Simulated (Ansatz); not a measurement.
# Transmission past a defect: Al wire along [110], 4 atoms a period, vacancy of one Al, part 2 of 3

Wanted: the relaxed defect and the transmission past it, beside the channels of the perfect wire.

Ansatz 0.2.0; DFT PBE, plane waves, PAW; relaxation of a wire's period (the session's first sound run).

So far. Step 2 (Relaxing the period): The cell's length comes to 2.574 Å with spin left out.

## 3. The wire at its relaxed period

This step: DFT PBE, plane waves, PAW; channels and complex bands of a perfect wire (Ansatz 0.2.0).

At the relaxed period the Bloch states of the perfect wire are found at each energy: those that move forward count the open channels, and those that decay describe how a disturbance dies away inside the wire itself. An energy step of 0.035 eV is under the 0.039 eV that the program asks for its thermal average at 300 K.

File input.yaml:

```yaml
crystal:
  lattice:
    - [8.82, 0.0, 0.0]
    - [0.0, 11.085, 0.0]
    - [0.0, 0.0, 2.5739448592]
  atoms:
    - { symbol: Al, position: [0.429466501, 0.393168817, 0.0] }
    - { symbol: Al, position: [0.710518016, 0.385559876, 0.5] }
    - { symbol: Al, position: [0.570533499, 0.606837236, 0.5] }
    - { symbol: Al, position: [0.289481984, 0.614446177, 0.0] }
kpoints:
  mp_grid: { grid: [1, 1, 32] }
scf:
  occupations: { method: fermi_dirac, width: 0.05 }
hamiltonian:
  xc: pbe
output:
  transmission:
    e_range: [-1.26, 1.26]
    de: 0.035
    kmesh: [1, 1]
    reduced_basis: true
    leads: [[0, 0]]
basis:
  ecutwfc: "350 eV"
```

Launch:

```sh
> ansatz run input.yaml --threads 4 --pin off --max-ram 16384MiB --backend cpu --events-out ev --progress --plain --runs-dir out
```

Numbers of over 12 decimals in the logs are rounded to 6 here.

Output:

```text
Warning: basis.ecutwfc = 350 eV is below the records' recommended 420 eV, and the density's cutoff is lower with it unless basis.ecutrho_ratio is high enough to keep the records' density cutoff: compare with a run at a higher cutoff
[...]
Crystal: 4 atoms, lattice volume = 251.654 Å³
Basis set: ecut = 350 eV, 3697 PW (Γ)
Bands: 10, of which v1, the nominal top of the filled ones, is band 6 counted from 1 (5 counted from 0)
Symmetry: 4 space group operations
[...]
k-points: 17 of 32
[...]
SCF iter   1: F=—  HF=-2147.212847 eV  |F-HF|=—  |Δ(HF+E_count)|=         —  Δρ=2.11e-3  dr2=4.31e-2  ethr=1.77e-3  ⟨swp⟩=8.2  Hψ=1589  notcnv=0
[...]
SCF iter   6: F=-2147.206574 eV  HF=-2147.206574 eV  |F-HF|=1.52e-8  |Δ(HF+E_count)|=   1.44e-7  Δρ=3.28e-6  dr2=3.56e-8  ethr=8.33e-10  ⟨swp⟩=3.3  Hψ=848  notcnv=0
SCF 1 converged in 6 iterations: F = -2147.206574 eV  dr2 = 3.56e-8
[...]
transmission: 3 of 18 steps passed
transmission: 6 of 18 steps passed
[...]
transmission: 18 of 18 steps passed
SCF converged after 6 iterations
Free energy (F): -2147.206574 eV
[...]
Internal energy: -2147.188877 eV  (E = F + TS)
E sigma→0 (E₀):  -2147.197725 eV
Entropy (-TS):   -0.017697 eV (-4.424 meV/atom)
Fermi energy:    -1.014230 eV
[...]
--- Band table (eV; the first three rows and the last of 17) ---
[...]
--- Transmission ---
  basis      : 715 plane waves across, 3 finite elements along
  points     : 1, standing for a mesh of 1 x 1
  unconverged: the k-mesh may be too coarse, since an axis without vacuum has one point: set a kmesh with more there, and mesh_tolerance
  filling    : by the input's occupations and mesh, since the crystals that have channels conduct as metals do. If one of these is a semiconductor, that mesh has misplaced its level
  energies   : 73 from -1.260000 to 1.260000 eV about the Fermi level, 0.035000 eV apart; the leads are filled to 0.000000 eV, and channels, transmission and decay are at 0.000000 eV
  crystal 0  : Al4, at the sites [0, 0], period 2.5739 Å: whole cells are its period
    offset         : up to 0.0000 Å between an atom of the period and one for which it stands
    filled         : 21.9 meV under the level at which it is neutral
    channels       : 5.000000e0 a spin
    conductance    : 3.9624e14 S/m² at 300 K; may be off by some 0.0 % by where its bands' edges are placed, 0.0 % from the distance to neutral
```

Elapsed: 36 s, on 4 threads of Arm Neoverse V1, shared host; peak memory 0.75 GiB; 1.9 min of CPU time.

Reading the cycles: dr2 is the Hartree energy of the density residual (eV), the measure of convergence; HF is the Harris–Foulkes estimate of the energy, which meets the free energy F at convergence.

Numbers from this step:

* energy at zero smearing: -2147.1977 eV
* channels at the energy nearest the Fermi level, one spin: 5
* conductance of the lead as this run defines it: 5.000 G₀
* band gap: 0 eV

Table of open channels of the lead, one spin by energy, zero at the Fermi level:

energy (eV), open channels of the lead, one spin and a bar from the least value:
```
   -1.190       7.00 ##############################
   -1.085       7.00 ##############################
   -1.015       7.00 ##############################
   -0.910       7.00 ##############################
   -0.805       5.00 ##################
   -0.700       5.00 ##################
   -0.595       5.00 ##################
   -0.490       5.00 ##################
   -0.385       5.00 ##################
   -0.315       5.00 ##################
   -0.210       5.00 ##################
   -0.105       5.00 ##################
    0.000       5.00 ##################
    0.105       5.00 ##################
    0.210       5.00 ##################
    0.315       5.00 ##################
    0.385       5.00 ##################
    0.490       3.00 ######
    0.595       3.00 ######
    0.700       3.00 ######
    0.805       3.00 ######
    0.910       4.00 ############
    1.015       2.00 
    1.085       4.00 ############
    1.190       6.00 ########################
```

The slowest values at each energy, most degenerate partners merged, listed up to 1.5 1/Å. Im kz of the slowest decaying states against energy, zero at the Fermi level:

| energy (eV) | decay 1 (Å⁻¹) | decay 2 (Å⁻¹) | decay 3 (Å⁻¹) | decay 4 (Å⁻¹) |
| --- | --- | --- | --- | --- |
| -1.190 | 0.756 | 0.994 | 0.998 | 1.11 |
| -1.085 | 0.736 | 0.979 | 0.984 | 1.10 |
| -1.015 | 0.722 | 0.969 | 0.974 | 1.09 |
| -0.910 | 0.701 | 0.954 | 0.959 | 1.08 |
| -0.805 | 0.0434 | 0.680 | 0.939 | 0.944 |
| -0.700 | 0.0625 | 0.657 | 0.924 | 0.929 |
| -0.595 | 0.0746 | 0.634 | 0.908 | 0.914 |
| -0.490 | 0.0827 | 0.610 | 0.892 | 0.898 |
| -0.385 | 0.0882 | 0.585 | 0.876 | 0.882 |
| -0.315 | 0.0906 | 0.568 | 0.865 | 0.871 |
| -0.210 | 0.0925 | 0.541 | 0.848 | 0.854 |
| -0.105 | 0.0926 | 0.513 | 0.831 | 0.837 |
| 0.000 | 0.0910 | 0.483 | 0.813 | 0.820 |
| 0.105 | 0.0874 | 0.451 | 0.795 | 0.802 |
| 0.210 | 0.0818 | 0.416 | 0.777 | 0.784 |
| 0.315 | 0.0733 | 0.379 | 0.758 | 0.766 |
| 0.385 | 0.0655 | 0.351 | 0.745 | 0.753 |
| 0.490 | 0.0249 | 0.0472 | 0.306 | 0.725 |
| 0.595 | 0.0415 | 0.0424 | 0.252 | 0.705 |
| 0.700 | 0.0460 | 0.0485 | 0.182 | 0.684 |
| 0.805 | 0.0432 | 0.0502 | 0.0540 | 0.663 |
| 0.910 | 0.0340 | 0.0476 | 0.640 | 0.651 |
| 1.015 | 0.00514 | 0.00583 | 0.0399 | 0.617 |
| 1.085 | 0.0190 | 0.0305 | 0.601 | 0.612 |
| 1.190 | 0.0199 | 0.576 | 0.588 | 0.768 |

By hand: the program gives 3.9624 × 10^14 S/m² over the cell's cross-section of 97.77 Å² = 9.777 × 10^-19 m², so one cell conducts 3.874 × 10^-4 S. Divided by G0 = 2e²/h = 7.748 × 10^-5 S this is 5.00 G0, a resistance of 2.58 kΩ.

At the computed energy nearest the Fermi level there are 5 channels a spin, and the thermal average gives 5.00 G₀.

## 4. Relaxation of the scattering region

This step: DFT PBE, plane waves, PAW; relaxation of a junction in a wire, ends held (Ansatz 0.2.0).

System of this step: Al wire along [110], 4 atoms a period, vacancy of one Al. The cell holds 35 atoms: 35 Al. Cell: a = 8.820 Å, b = 11.085 Å, c = 23.166 Å, α = 90.0°, β = 90.0°, γ = 90.0°. Regions: held atoms, 24 atoms (24 Al); free atoms, 11 atoms (11 Al). Vacuum lies along a and b. The structure's axis is c.

11 atoms at the defect are free to relax, while 24 stay where the perfect wire has them, so that the ends still repeat as a lead. The cutoff is set under the files' recommended one to save time.

File input.yaml:

```yaml
crystal:
  lattice:
    - [8.82, 0.0, 0.0]
    - [0.0, 11.085, 0.0]
    - [0.0, 0.0, 23.1655037328]
  atoms:
    - { symbol: Al, position: [0.429466501, 0.393168817, 0.0] }
    - { symbol: Al, position: [0.710518016, 0.385559876, 0.055555556] }
    - { symbol: Al, position: [0.570533499, 0.606837236, 0.055555556] }
    - { symbol: Al, position: [0.289481984, 0.614446177, 0.0] }
    - { symbol: Al, position: [0.429466501, 0.393168817, 0.111111111] }
    - { symbol: Al, position: [0.710518016, 0.385559876, 0.166666667] }
    - { symbol: Al, position: [0.570533499, 0.606837236, 0.166666667] }
    - { symbol: Al, position: [0.289481984, 0.614446177, 0.111111111] }
    - { symbol: Al, position: [0.429466501, 0.393168817, 0.222222222] }
    - { symbol: Al, position: [0.710518016, 0.385559876, 0.277777778] }
    - { symbol: Al, position: [0.570533499, 0.606837236, 0.277777778] }
    - { symbol: Al, position: [0.289481984, 0.614446177, 0.222222222] }
    - { symbol: Al, position: [0.429466501, 0.393168817, 0.333333333] }
    - { symbol: Al, position: [0.710518016, 0.385559876, 0.388888889] }
    - { symbol: Al, position: [0.570533499, 0.606837236, 0.388888889] }
    - { symbol: Al, position: [0.289481984, 0.614446177, 0.333333333] }
    - { symbol: Al, position: [0.710518016, 0.385559876, 0.5] }
    - { symbol: Al, position: [0.570533499, 0.606837236, 0.5] }
    - { symbol: Al, position: [0.289481984, 0.614446177, 0.444444444] }
    - { symbol: Al, position: [0.429466501, 0.393168817, 0.555555556] }
    - { symbol: Al, position: [0.710518016, 0.385559876, 0.611111111] }
    - { symbol: Al, position: [0.570533499, 0.606837236, 0.611111111] }
    - { symbol: Al, position: [0.289481984, 0.614446177, 0.555555556] }
    - { symbol: Al, position: [0.429466501, 0.393168817, 0.666666667] }
    - { symbol: Al, position: [0.710518016, 0.385559876, 0.722222222] }
    - { symbol: Al, position: [0.570533499, 0.606837236, 0.722222222] }
    - { symbol: Al, position: [0.289481984, 0.614446177, 0.666666667] }
    - { symbol: Al, position: [0.429466501, 0.393168817, 0.777777778] }
    - { symbol: Al, position: [0.710518016, 0.385559876, 0.833333333] }
    - { symbol: Al, position: [0.570533499, 0.606837236, 0.833333333] }
    - { symbol: Al, position: [0.289481984, 0.614446177, 0.777777778] }
    - { symbol: Al, position: [0.429466501, 0.393168817, 0.888888889] }
    - { symbol: Al, position: [0.710518016, 0.385559876, 0.944444444] }
    - { symbol: Al, position: [0.570533499, 0.606837236, 0.944444444] }
    - { symbol: Al, position: [0.289481984, 0.614446177, 0.888888889] }
kpoints:
  mp_grid: { grid: [1, 1, 2] }
scf:
  occupations: { method: fermi_dirac, width: 0.1 }
hamiltonian:
  xc: pbe
relax:
  constraints:
    - { sites: [0, 1, 2, 3, 4, 5, 6, 7, 8, 9, 10, 11, 23, 24, 25, 26, 27, 28, 29, 30, 31, 32, 33, 34] }
  f_tol: 0.06
  max_steps: 35
basis:
  ecutwfc: "350 eV"
```

Output:

```text
[...]
Warning: crystal.symmetry: narrowed to the stabiliser of the relax constraints — unitary ops 2 → 1; lowered at sites 9, 10, 20, 21 (the operations that carried what is held of a site onto what its image site leaves free; the constrained walk keeps no symmetry that its constraints do not admit)
[...]
Crystal: 35 atoms, lattice volume = 2264.884 Å³
Basis set: ecut = 350 eV, 33769 PW (Γ), exchange–correlation on 108×144×288 points (8 copies of the dense FFT grid, shifted against one another)
Bands: 88, of which v1, the nominal top of the filled ones, is band 53 counted from 1 (52 counted from 0)
Symmetry: 1 space group operations
k-points: 2
[...]
SCF iter   1: F=—  HF=-18787.055275 eV  |F-HF|=—  |Δ(HF+E_count)|=         —  Δρ=2.20e-3  dr2=3.72e-1  ethr=1.77e-3  ⟨swp⟩=9.5  Hψ=1121  notcnv=0
[...]
SCF iter   6: F=-18787.008511 eV  HF=-18787.008511 eV  |F-HF|=1.83e-7  |Δ(HF+E_count)|=   3.43e-6  Δρ=4.42e-6  dr2=1.37e-6  ethr=2.41e-8  ⟨swp⟩=2.0  Hψ=558  notcnv=0
SCF 1 converged in 6 iterations: F = -18787.008511 eV  dr2 = 1.37e-6
[...]
relax step   1: F+E_penalty+E_count = -18787.00851058 eV  Δ(F+E_penalty+E_count) = +0.000e0 eV  max|allowed force component| = 4.048e-1 eV/Å  Δτ_max = 0.0000 Å  (6 SCF iters, dr2 threshold 9.00e-5 eV, accepted)
[...]
SCF iter   5: F=-18787.073872 eV  HF=-18787.073870 eV  |F-HF|=2.25e-6  |Δ(HF+E_count)|=   6.40e-6  Δρ=7.96e-6  dr2=1.81e-6  ethr=5.75e-9  ⟨swp⟩=5.0  Hψ=561  notcnv=0
SCF 2 converged in 5 iterations: F = -18787.073872 eV  dr2 = 1.81e-6
[...]
relax step   2: F+E_penalty+E_count = -18787.07387183 eV  Δ(F+E_penalty+E_count) = -6.536e-2 eV  max|allowed force component| = 8.105e-2 eV/Å  Δτ_max = 0.0885 Å  (5 SCF iters, dr2 threshold 1.02e-5 eV, accepted)
SCF iter   1: F=—  HF=-18787.090741 eV  |F-HF|=—  |Δ(HF+E_count)|=         —  Δρ=4.82e-4  dr2=1.42e-2  ethr=9.25e-4  ⟨swp⟩=3.5  Hψ=437  notcnv=0  defer=5
[...]
SCF iter   7: F=-18787.092471 eV  HF=-18787.092471 eV  |F-HF|=9.29e-9  |Δ(HF+E_count)|=   8.22e-8  Δρ=5.62e-7  dr2=1.84e-8  ethr=9.52e-11  ⟨swp⟩=5.0  Hψ=549  notcnv=0
SCF 3 converged in 7 iterations: F = -18787.092471 eV  dr2 = 1.84e-8
relax step   3: F+E_penalty+E_count = -18787.09247125 eV  Δ(F+E_penalty+E_count) = -1.860e-2 eV  max|allowed force component| = 5.275e-2 eV/Å  Δτ_max = 0.1453 Å  (7 SCF iters, accepted)
[...]
relax step   4: F+E_penalty+E_count = -18787.09685971 eV  Δ(F+E_penalty+E_count) = -4.388e-3 eV  max|allowed force component| = 9.899e-2 eV/Å  Δτ_max = 0.1659 Å  (8 SCF iters, accepted)
[...]
relax step   5: F+E_penalty+E_count = -18787.10448732 eV  Δ(F+E_penalty+E_count) = -7.628e-3 eV  max|allowed force component| = 2.963e-2 eV/Å  Δτ_max = 0.1196 Å  (5 SCF iters, dr2 threshold 4.15e-6 eV, accepted)
[...]
SCF iter   4: F=-18787.104488 eV  HF=-18787.104488 eV  |F-HF|=5.82e-8  |Δ(HF+E_count)|=   7.77e-9  Δρ=6.82e-7  dr2=6.82e-8  ethr=9.52e-11  ⟨swp⟩=4.0  Hψ=508  notcnv=0
SCF 6 converged in 4 iterations: F = -18787.104488 eV  dr2 = 6.82e-8
relax step   6: F+E_penalty+E_count = -18787.10448762 eV  Δ(F+E_penalty+E_count) = -2.987e-7 eV  max|allowed force component| = 2.946e-2 eV/Å  Δτ_max = 0.0000 Å  (4 SCF iters, accepted)
SCF converged after 4 iterations
Free energy (F): -18787.104488 eV
[...]
Internal energy: -18786.691788 eV  (E = F + TS)
E sigma→0 (E₀):  -18786.898138 eV
Entropy (-TS):   -0.412699 eV (-11.791 meV/atom)
Fermi energy:    -1.058334 eV
[...]
--- Forces (eV/Å), atoms counted from 1 ---
  atom   1  Al    -0.04817359    -0.02866699     0.01568529
  atom   2  Al     0.04540081    -0.00801041    -0.00831361
  atom   3  Al     0.07964609     0.03768882     0.13417886
  atom   4  Al    -0.04387708     0.01293674    -0.00708632
  atom   5  Al    -0.05723421    -0.04173933     0.00332558
  atom   6  Al     0.05975462    -0.07289833    -0.09486728
  atom   7  Al    -0.00204980     0.07860055     0.02254799
  atom   8  Al    -0.02611147    -0.00958686    -0.00497591
  atom   9  Al     0.01663786    -0.04284199     0.32478015
  atom  10  Al     0.07421314    -0.05925848     0.09024251
  atom  11  Al    -0.07513919     0.09160907     0.07598856
  atom  12  Al    -0.06349826     0.04675605     0.09489806
  atom  13  Al     0.00552421    -0.00137079    -0.00738964
  atom  14  Al    -0.00230446    -0.00221379    -0.00184959
  atom  15  Al    -0.00808525    -0.01439929     0.01010530
  atom  16  Al     0.00369298     0.00553704     0.02671701
  atom  17  Al    -0.00398816    -0.00111917    -0.00474039
  atom  18  Al    -0.00795133    -0.00844758    -0.00248266
  atom  19  Al     0.00851787    -0.00235145     0.00075013
  atom  20  Al     0.00328033    -0.00289900     0.00718629
  atom  21  Al     0.00035275     0.00409420    -0.00359241
  atom  22  Al    -0.00692230    -0.00652869    -0.01424534
  atom  23  Al     0.00399258     0.00388387    -0.02946387
  atom  24  Al     0.06839322    -0.01328719    -0.34457462
  atom  25  Al     0.05817897    -0.06112735     0.02206459
  atom  26  Al     0.00653531     0.06825633    -0.07709100
  atom  27  Al    -0.10294455     0.05357660    -0.08943042
  atom  28  Al    -0.05821460    -0.04571795    -0.00490016
  atom  29  Al     0.04319233    -0.00537742     0.00794900
  atom  30  Al     0.08533297     0.03723902    -0.13709856
  atom  31  Al    -0.02743350    -0.00659961     0.00021935
  atom  32  Al    -0.04945915    -0.03311892    -0.01278300
  atom  33  Al     0.02289603    -0.03944446     0.00020786
  atom  34  Al     0.04259029     0.05341510     0.00025523
  atom  35  Al    -0.04484388     0.01360555     0.00779602
  max |Σ_I F_I| component: 1.94e-4 eV/Å
--- Relaxed structure (6 steps of the walk, 6 accepted, 0 SCFs on fresh bases) ---
  F+E_penalty+E_count = -18787.10448762 eV   max|allowed force component| = 2.946e-2 eV/Å
  atoms:
    - { symbol: Al, position: [0.429466501, 0.393169, -4.28571232074277e-11] }
    - { symbol: Al, position: [0.710518016, 0.385559876, 0.055556] }
    - { symbol: Al, position: [0.570533499, 0.606837, 0.055556] }
    - { symbol: Al, position: [0.289481984, 0.614446177, -4.28571232074277e-11] }
    - { symbol: Al, position: [0.429466501, 0.393169, 0.111111] }
    - { symbol: Al, position: [0.710518016, 0.385559876, 0.166667] }
    - { symbol: Al, position: [0.570533499, 0.606837, 0.166667] }
    - { symbol: Al, position: [0.289481984, 0.614446177, 0.111111] }
    - { symbol: Al, position: [0.429466501, 0.393169, 0.222222] }
    - { symbol: Al, position: [0.710518016, 0.385559876, 0.277778] }
    - { symbol: Al, position: [0.570533499, 0.606837, 0.277778] }
    - { symbol: Al, position: [0.289481984, 0.614446177, 0.222222] }
    - { symbol: Al, position: [0.427682, 0.388812, 0.336235] }
    - { symbol: Al, position: [0.699212, 0.373020, 0.388657] }
    - { symbol: Al, position: [0.559839, 0.594675, 0.388488] }
    - { symbol: Al, position: [0.277072, 0.599704, 0.333252] }
    - { symbol: Al, position: [0.698163, 0.375265, 0.499314] }
    - { symbol: Al, position: [0.559185, 0.597048, 0.500346] }
    - { symbol: Al, position: [0.286483, 0.636291, 0.444260] }
    - { symbol: Al, position: [0.428136, 0.391520, 0.552714] }
    - { symbol: Al, position: [0.712588, 0.390555, 0.610290] }
    - { symbol: Al, position: [0.566551, 0.613184, 0.610706] }
    - { symbol: Al, position: [0.274973, 0.601139, 0.555370] }
    - { symbol: Al, position: [0.429466501, 0.393169, 0.666667] }
    - { symbol: Al, position: [0.710518016, 0.385559876, 0.722222] }
    - { symbol: Al, position: [0.570533499, 0.606837, 0.722222] }
    - { symbol: Al, position: [0.289481984, 0.614446177, 0.666667] }
    - { symbol: Al, position: [0.429466501, 0.393169, 0.777778] }
    - { symbol: Al, position: [0.710518016, 0.385559876, 0.833333] }
    - { symbol: Al, position: [0.570533499, 0.606837, 0.833333] }
    - { symbol: Al, position: [0.289481984, 0.614446177, 0.777778] }
    - { symbol: Al, position: [0.429466501, 0.393169, 0.888889] }
    - { symbol: Al, position: [0.710518016, 0.385559876, 0.944444] }
    - { symbol: Al, position: [0.570533499, 0.606837, 0.944444] }
    - { symbol: Al, position: [0.289481984, 0.614446177, 0.888889] }
```

The job ended after 32 s (4 threads; peak memory 2.1 GiB).

Relaxation path:

| step | energy less that of the first step (eV) | largest force component (eV/Å) |
| --- | --- | --- |
| 1 | 0.0000 | 0.4048 |
| 2 | -0.0654 | 0.0810 |
| 3 | -0.0840 | 0.0528 |
| 4 | -0.0883 | 0.0990 |
| 5 | -0.0960 | 0.0296 |
| 6 | -0.0960 | 0.0295 |

The atoms that moved most (Å):

| atom | dx | dy | dz | length |
| --- | --- | --- | --- | --- |
| Al19 | -0.026 | 0.242 | -0.004 | 0.244 |
| Al16 | -0.109 | -0.163 | -0.002 | 0.197 |
| Al23 | -0.128 | -0.148 | -0.004 | 0.195 |
| Al14 | -0.100 | -0.139 | -0.005 | 0.171 |
| Al15 | -0.094 | -0.135 | -0.009 | 0.165 |
| Al17 | -0.109 | -0.114 | -0.016 | 0.159 |
| Al18 | -0.100 | -0.109 | 0.008 | 0.148 |
| Al13 | -0.016 | -0.048 | 0.067 | 0.084 |

This step gave:

| Property | Result |
| --- | --- |
| energy at zero smearing | -18786.8981 eV |

The largest force component on a free atom ends at 0.029 eV/Å, under the limit of 0.06. 

(Part 2 of 3 ends here.)

[Logs are printed without paths, hosts, clocks, repeated set-up lines and the standing remarks that a program may print on its own settings, such as how far it seeks lower states.]

[Hosts, paths, dates, database ids (printed as entryN), source tags and the programs' standing remarks are cut or masked in the printed files.]
